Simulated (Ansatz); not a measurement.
# AlNi (Pm-3m) under uniaxial strain along [001]

Wanted: the shifts of the zone-centre modes of AlNi (Pm-3m) with strain.

Method: DFT LDA, scalar-relativistic, plane waves, PAW; PAW set soft_1, in Ansatz 0.2.0.

Report form: the programs' logs are mostly left out.

The database entry behind the starting cell differs from later determinations by our own check (about 0.2 % short), so it need not match the best structure at ambient conditions.

**1. Starting point**

The structure is cubic, space group Pm-3m (No. 221). Conventional cell: a = 2.881 Å, b = 2.881 Å, c = 2.881 Å, α = 90.00°, β = 90.00°, γ = 90.00°. Nearest to Al lie 8 Ni at 2.50 Å. Nearest to Ni lie 8 Al at 2.50 Å. Farther neighbours are not listed.

**2. A rough relaxation first**

The start is far from rest, so a relaxation with loose tolerances brings it close first.

File input.yaml:

```yaml
crystal:
  lattice:
    - [2.881, 0.0, 0.0]
    - [0.0, 2.881, 0.0]
    - [0.0, 0.0, 2.881]
  atoms:
    - { symbol: Al, position: [0.0, 0.0, 0.0] }
    - { symbol: Ni, position: [0.5, 0.5, 0.5] }
kpoints:
  mp_grid: { grid: [8, 8, 8] }
hamiltonian:
  xc: lda
  pseudopotentials: { kind: paw, azcp: { folder: soft_1 }, xc_functional: pbe }
scf:
  occupations: { method: gaussian, width: 0.1 }
output:
  forces: true
  stress: true
  eigenvalues: true
relax:
  adjacent_minimum: "off"
  f_tol: 0.05
  max_steps: 80
  cell: { stress_tol: 0.5 }
```

The run is started by

```sh
$ ansatz run input.yaml --threads 4 --pin off --max-ram 10240MiB --backend cpu --events-out ev --progress --plain --runs-dir out
```

The job ended after 2.1 s (4 threads of Intel Xeon Platinum 8375C at 2.90GHz (Ice Lake), shared host; peak memory 0.35 GiB; 5.8 s of CPU time).

This run has no spin polarisation, although Ni can carry a moment.

Step by step:

```
step  energy less that of the first step (eV)  largest force component (eV/Å)  pressure (GPa)  volume (Å³)
   1                                   0.0000                          0.0000           -8.41        23.91
   2                                  -0.0276                          0.0000           -3.44        23.18
   3                                  -0.0325                          0.0000            0.32        22.70
  4*                                  -0.0323                          0.0000            0.29        22.70
```

Relaxation steps marked * repeat the geometry before them on a plane-wave basis chosen anew for their cell, so energy and pressure can jump there.

The run keeps the 48 symmetry operations that it works with, so distortions that break them were not tested.

```
conventional cell, symmetrised  before  after  change
                         a (Å)   2.881  2.831  -1.7 %
                         b (Å)   2.881  2.831  -1.7 %
                         c (Å)   2.881  2.831  -1.7 %
              volume (Å³/atom)   11.96  11.35  -5.1 %
```

The relaxed structure:

```cif
data_structure
_symmetry_space_group_name_H-M 'P 1'
_symmetry_Int_Tables_number 1
_cell_length_a 2.8315
_cell_length_b 2.8315
_cell_length_c 2.8315
_cell_angle_alpha 90.000
_cell_angle_beta 90.000
_cell_angle_gamma 90.000
_cell_volume 22.70
loop_
_atom_site_label
_atom_site_type_symbol
_atom_site_fract_x
_atom_site_fract_y
_atom_site_fract_z
_atom_site_occupancy
Al1 Al 0.00000 0.00000 0.00000 1
Ni2 Ni 0.50000 0.50000 0.50000 1
```

Numbers from this step:

| Quantity | Value |
| --- | --- |
| pressure | 0.2934 GPa |
| volume per atom | 11.35 Å³ |
| gap on the k-mesh | 0 eV |

In this step the volume went from 11.96 to 11.35 Å³/atom.

**3. Bringing the structure to rest**

Harmonic phonons are second derivatives at a point where the forces vanish, and they are wanted at zero stress, so atoms and cell are relaxed first.

input.yaml, the sections that differ from step 2:

```yaml
crystal:
  lattice:
    - [2.8314582942, 0.0, 0.0]
    - [0.0, 2.8314582942, 0.0]
    - [0.0, 0.0, 2.8314582942]
  atoms:
    - { symbol: Al, position: [0.0, 0.0, 0.0] }
    - { symbol: Ni, position: [0.5, 0.5, 0.5] }
kpoints:
  mp_grid: { grid: [14, 14, 14] }
output:
  forces: true
  stress: true
  eigenvalues: true
  write_density: true
  write_potential: true
  elf: true
  volumetric_format: npy
relax:
  adjacent_minimum: "off"
  f_tol: 0.005
  max_steps: 80
  cell: { stress_tol: 0.05 }
# hamiltonian, scf: as in step 2
```

Run time: 4.6 s. Hardware: 4 threads; peak memory 0.41 GiB; 15 s of CPU time.

Little changed from the start: no atom moved by 0.005 Å and no cell edge by 0.1 %.

This step gave:

- pressure: 9.52e-4 GPa
- volume per atom: 11.36 Å³

Valence density in the ac plane at fractional y = 0.500, with atoms of Ni within 0.2 Å of it. It is the smooth field of the valence electrons, not physical close to the nuclei.

Values in e/Å³, 15 rows by 15 columns:
```
 0  0  0  0  0  0  0  0  0  0  0  0  0  0  0
 0  0  0  0  0  0  0  0  0  0  0  0  0  0  0
 0  0  0  0  0  0  1  1  1  1  0  0  0  0  0
 0  0  0  0  1  1  2  2  2  2  1  1  0  0  0
 0  0  0  0  1  2  5  8  8  5  2  1  0  0  0
 0  0  0  1  2  5 14 26 26 14  5  2  1  0  0
 0  0  0  1  2  8 26 50 50 26  8  2  1  0  0
 0  0  0  1  2  8 26 50 50 26  8  2  1  0  0
 0  0  0  1  2  5 14 26 26 14  5  2  1  0  0
 0  0  0  0  1  2  5  8  8  5  2  1  0  0  0
 0  0  0  0  1  1  2  2  2  2  1  1  0  0  0
 0  0  0  0  0  0  1  1  1  1  0  0  0  0  0
 0  0  0  0  0  0  0  0  0  0  0  0  0  0  0
 0  0  0  0  0  0  0  0  0  0  0  0  0  0  0
 0  0  0  0  0  0  0  0  0  0  0  0  0  0  0
```
Columns run along a (2.8 Å), rows up along c (2.8 Å). Atoms in or near the plane, at fractional coordinates: Ni at (0.50, 0.50).

ELF in the ac plane at fractional y = 0.500, with atoms of Ni within 0.2 Å of it. It is the smooth field of the valence electrons, not physical close to the nuclei.

Values, 15 rows by 15 columns:
```
0.49 0.49 0.47 0.44 0.40 0.34 0.30 0.27 0.27 0.30 0.34 0.40 0.44 0.47 0.49
0.48 0.47 0.44 0.39 0.32 0.24 0.20 0.18 0.18 0.20 0.24 0.32 0.39 0.44 0.47
0.46 0.44 0.39 0.30 0.22 0.18 0.17 0.17 0.17 0.17 0.18 0.22 0.30 0.39 0.44
0.43 0.40 0.32 0.22 0.19 0.19 0.21 0.23 0.23 0.21 0.19 0.19 0.22 0.32 0.40
0.39 0.34 0.24 0.18 0.19 0.25 0.37 0.51 0.51 0.37 0.25 0.19 0.18 0.24 0.34
0.36 0.30 0.20 0.17 0.21 0.37 0.68 0.87 0.87 0.68 0.37 0.21 0.17 0.20 0.30
0.33 0.27 0.18 0.17 0.23 0.51 0.87 0.97 0.97 0.87 0.51 0.23 0.17 0.18 0.27
0.33 0.27 0.18 0.17 0.23 0.51 0.87 0.97 0.97 0.87 0.51 0.23 0.17 0.18 0.27
0.36 0.30 0.20 0.17 0.21 0.37 0.68 0.87 0.87 0.68 0.37 0.21 0.17 0.20 0.30
0.39 0.34 0.24 0.18 0.19 0.25 0.37 0.51 0.51 0.37 0.25 0.19 0.18 0.24 0.34
0.43 0.40 0.32 0.22 0.19 0.19 0.21 0.23 0.23 0.21 0.19 0.19 0.22 0.32 0.40
0.46 0.44 0.39 0.30 0.22 0.18 0.17 0.17 0.17 0.17 0.18 0.22 0.30 0.39 0.44
0.48 0.47 0.44 0.39 0.32 0.24 0.20 0.18 0.18 0.20 0.24 0.32 0.39 0.44 0.47
0.49 0.49 0.47 0.44 0.40 0.34 0.30 0.27 0.27 0.30 0.34 0.40 0.44 0.47 0.49
0.49 0.49 0.48 0.46 0.43 0.39 0.36 0.33 0.33 0.36 0.39 0.43 0.46 0.48 0.49
```
Columns run along a (2.8 Å), rows up along c (2.8 Å). Atoms in or near the plane, at fractional coordinates: Ni at (0.50, 0.50).

Electrostatic potential energy in the ac plane at fractional y = 0.500, with atoms of Ni within 0.2 Å of it. With pseudopotentials it is smooth inside the atoms' cores, unlike the true potential.

Values in eV, 15 rows by 15 columns:
```
 14  14  14  15  15  15  15  15  15  15  15  15  15  14  14
 14  14  14  14  14  14  13  12  12  13  14  14  14  14  14
 15  15  14  13  12   7   2  -2  -2   2   7  12  13  14  15
 15  15  14  12   5  -6 -11 -12 -12 -11  -6   5  12  14  15
 16  15  14   7  -6 -12  -8  -2  -2  -8 -12  -6   7  14  15
 16  15  13   2 -11  -8   6  18  18   6  -8 -11   2  13  15
 16  15  12  -2 -12  -2  18  18  18  18  -2 -12  -2  12  15
 16  15  12  -2 -12  -2  18  18  18  18  -2 -12  -2  12  15
 16  15  13   2 -11  -8   6  18  18   6  -8 -11   2  13  15
 16  15  14   7  -6 -12  -8  -2  -2  -8 -12  -6   7  14  15
 15  15  14  12   5  -6 -11 -12 -12 -11  -6   5  12  14  15
 15  15  14  13  12   7   2  -2  -2   2   7  12  13  14  15
 14  14  14  14  14  14  13  12  12  13  14  14  14  14  14
 14  14  14  15  15  15  15  15  15  15  15  15  15  14  14
 13  14  14  15  15  16  16  16  16  16  16  15  15  14  14
```
Columns run along a (2.8 Å; values clipped at the 3rd and 97th percentile), rows up along c (2.8 Å). Atoms in or near the plane, at fractional coordinates: Ni at (0.50, 0.50).

In this step the volume went from 11.35 to 11.36 Å³/atom.

**4. Tight relaxation**

Phonons need small forces and stress, so the relaxation is finished with tight tolerances on 16×16×16 k points.

File input.yaml:

```yaml
crystal:
  lattice:
    - [2.832259995, 0.0, 0.0]
    - [0.0, 2.832259995, 0.0]
    - [0.0, 0.0, 2.832259995]
  atoms:
    - { symbol: Al, position: [0.0, 0.0, 0.0] }
    - { symbol: Ni, position: [0.5, 0.5, 0.5] }
kpoints:
  mp_grid: { grid: [16, 16, 16] }
hamiltonian:
  xc: lda
  pseudopotentials: { kind: paw, azcp: { folder: soft_1 }, xc_functional: pbe }
scf:
  occupations: { method: methfessel_paxton, width: 0.2 }
output:
  forces: true
  stress: true
  eigenvalues: true
relax:
  adjacent_minimum: "off"
  f_tol: 0.001
  max_steps: 60
  cell: { stress_tol: 0.01 }
```

The job ended after 5 s (4 threads; peak memory 0.43 GiB; 16 s of CPU time).

Little changed from the start: no atom moved by 0.005 Å and no cell edge by 0.1 %.

This step gave:

```
pressure : 0.001145 GPa
```

The forces vanish by symmetry and the pressure is 0.001 GPa, within the tolerances set. The cell now holds 11.36 Å³/atom.

**5. Modes at rest**

The force constants come from the linear response of the density to a displacement.

The modes at rest are the reference of the series.

input.yaml, the sections that differ from step 4:

```yaml
crystal:
  lattice:
    - [2.8319166168, 0.0, 0.0]
    - [0.0, 2.8319166168, 0.0]
    - [0.0, 0.0, 2.8319166168]
  atoms:
    - { symbol: Al, position: [0.0, 0.0, 0.0] }
    - { symbol: Ni, position: [0.5, 0.5, 0.5] }
output:
  eigenvalues: true
phonons:
  method: dfpt
# kpoints, hamiltonian, scf: as in step 4
# relax: removed
```

Wall time 13 s (4 threads); peak memory 0.74 GiB.

This step gave:

| Item | Value |
| --- | --- |
| sum-rule residual before enforcement | 1.14e-4 eV/Å² |
| point group | m-3m |
| highest optical mode at the zone centre (no LO-TO term) | 307.3 cm⁻¹ |
| lowest optical zone-centre mode | 307.3 cm⁻¹ |

Patterns of degenerate modes are one choice out of their space. The modes at Γ (shares of kinetic energy by element, %):

```
mode  frequency (cm⁻¹)  symmetry  Al %  Ni %
   1               0.0  acoustic    31    69
   2               0.0  acoustic    31    69
   3               0.0  acoustic    31    69
   4             307.3       T1u    69    31
   5             307.3       T1u    69    31
   6             307.3       T1u    69    31
```

Displacements in mode 4 (307.3 cm⁻¹), the largest set to 1:
```
Al1  0.00  0.00  1.00
Ni2  0.00  0.00 -0.46
```

Before it was imposed, the acoustic sum rule was missed by 1.1e-4 eV/Å². Small misses are needed for a sound result but don't prove that mesh and cutoff are converged. The lowest optical mode is real, 307 cm⁻¹.

**6. A member of the series: uniaxial strain of +4 % along [001]**

The cell takes a uniaxial strain of +4 % along [001]. The strained length and the angles are held, while the rest of the cell and the atoms relax.

input.yaml, the sections that differ from step 5:

```yaml
crystal:
  lattice:
    - [2.7996530532, 0.0, 0.0]
    - [0.0, 2.7996530532, 0.0]
    - [0.0, 0.0, 2.9451932816]
  atoms:
    - { symbol: Al, position: [0.0, 0.0, 0.0] }
    - { symbol: Ni, position: [0.5, 0.5, 0.5] }
output:
  forces: true
  stress: true
  eigenvalues: true
relax:
  adjacent_minimum: "off"
  f_tol: 0.001
  max_steps: 60
  cell: { stress_tol: 0.01, fix: [c, angles] }
# kpoints, hamiltonian, scf: as in step 5
# phonons: removed
```

Wall time 10 s (4 threads); peak memory 0.51 GiB; 36 s of CPU time.

Step by step:

```
step  energy less that of the first step (eV)  largest force component (eV/Å)  pressure (GPa)  volume (Å³)
   1                                   0.0000                          0.0000           -2.75        23.08
   2                                  -0.0007                          0.0000           -1.98        22.99
   3                                  -0.0009                          0.0000           -1.34        22.90
   4                                  -0.0009                          0.0000           -1.35        22.91
  5*                                  -0.0009                          0.0000           -1.35        22.91
```

Relaxation steps marked * repeat the geometry before them on a plane-wave basis chosen anew for their cell, so energy and pressure can jump there.

Forces are held to the 16 operations that the run works with; a distortion that breaks them can't arise in this run.

```
conventional cell, symmetrised  before  after  change
                         a (Å)   2.800  2.789  -0.4 %
                         b (Å)   2.800  2.789  -0.4 %
                         c (Å)   2.945  2.945  +0.0 %
              volume (Å³/atom)   11.54  11.45  -0.8 %
```

Final coordinates:

```xyz
2
Lattice="2.7888 0.0000 0.0000 0.0000 2.7888 0.0000 0.0000 0.0000 2.9452" Properties=species:S:1:pos:R:3 pbc="T T T"
Al    0.0000    0.0000    0.0000
Ni    1.3944    1.3944    1.4726
```

This step gave:

| Property | Result |
| --- | --- |
| pressure | -1.351 GPa |
| volume per atom | 11.45 Å³ |

The forces vanish by symmetry.

**7. Modes of this member: uniaxial strain of +4 % along [001]**

The zone-centre modes follow for uniaxial strain of +4 % along [001].

input.yaml, the sections that differ from step 6:

```yaml
crystal:
  lattice:
    - [2.7887681824, 0.0, 0.0]
    - [0.0, 2.7887681824, 0.0]
    - [0.0, 0.0, 2.9451932816]
  atoms:
    - { symbol: Al, position: [0.0, 0.0, 0.0] }
    - { symbol: Ni, position: [0.5, 0.5, 0.5] }
output:
  eigenvalues: true
phonons:
  method: dfpt
# kpoints, hamiltonian, scf: as in step 6
# relax: removed
```

The job ended after 31 s (4 threads; peak memory 1 GiB; 1.8 min of CPU time).

This step gave:

```yaml
sum_rule_residual_before_enforcement: 9.38e-6 eV/Å²
point_group: 4/mmm
highest_optical_mode_at_the_zone_centre_no_lo_to_term: 304.4 cm⁻¹
lowest_optical_zone_centre_mode: 299 cm⁻¹
```

Patterns of degenerate modes are one choice out of their space. The modes at Γ (shares of kinetic energy by element, %):

```
mode  frequency (cm⁻¹)  symmetry  Al %  Ni %
   1               0.0  acoustic    31    69
   2               0.0  acoustic    31    69
   3               0.0  acoustic    31    69
   4             299.0        Eu    69    31
   5             299.0        Eu    69    31
   6             304.4       A2u    69    31
```

The lowest optical mode is real, 299 cm⁻¹, and the highest lies at 304.4 cm⁻¹.

**8. A member of the series: uniaxial strain of -4 % along [001]**

The cell takes a uniaxial strain of -4 % along [001]. The strained length and the angles are held, while the rest of the cell and the atoms relax.

input.yaml, the sections that differ from step 7:

```yaml
crystal:
  lattice:
    - [2.8651441087, 0.0, 0.0]
    - [0.0, 2.8651441087, 0.0]
    - [0.0, 0.0, 2.718639952]
  atoms:
    - { symbol: Al, position: [0.0, 0.0, 0.0] }
    - { symbol: Ni, position: [0.5, 0.5, 0.5] }
output:
  forces: true
  stress: true
  eigenvalues: true
relax:
  adjacent_minimum: "off"
  f_tol: 0.001
  max_steps: 60
  cell: { stress_tol: 0.01, fix: [c, angles] }
# kpoints, hamiltonian, scf: as in step 7
# phonons: removed
```

The job ended after 13 s (4 threads; peak memory 0.51 GiB; 46 s of CPU time).

(Part 1 of 2 ends here.)

[Logs are printed without paths, hosts, clocks, repeated set-up lines and the standing remarks that a program may print on its own settings, such as how far it seeks lower states.]

[Hosts, paths, dates, database ids (printed as entryN), source tags and the programs' standing remarks are cut or masked in the printed files.]
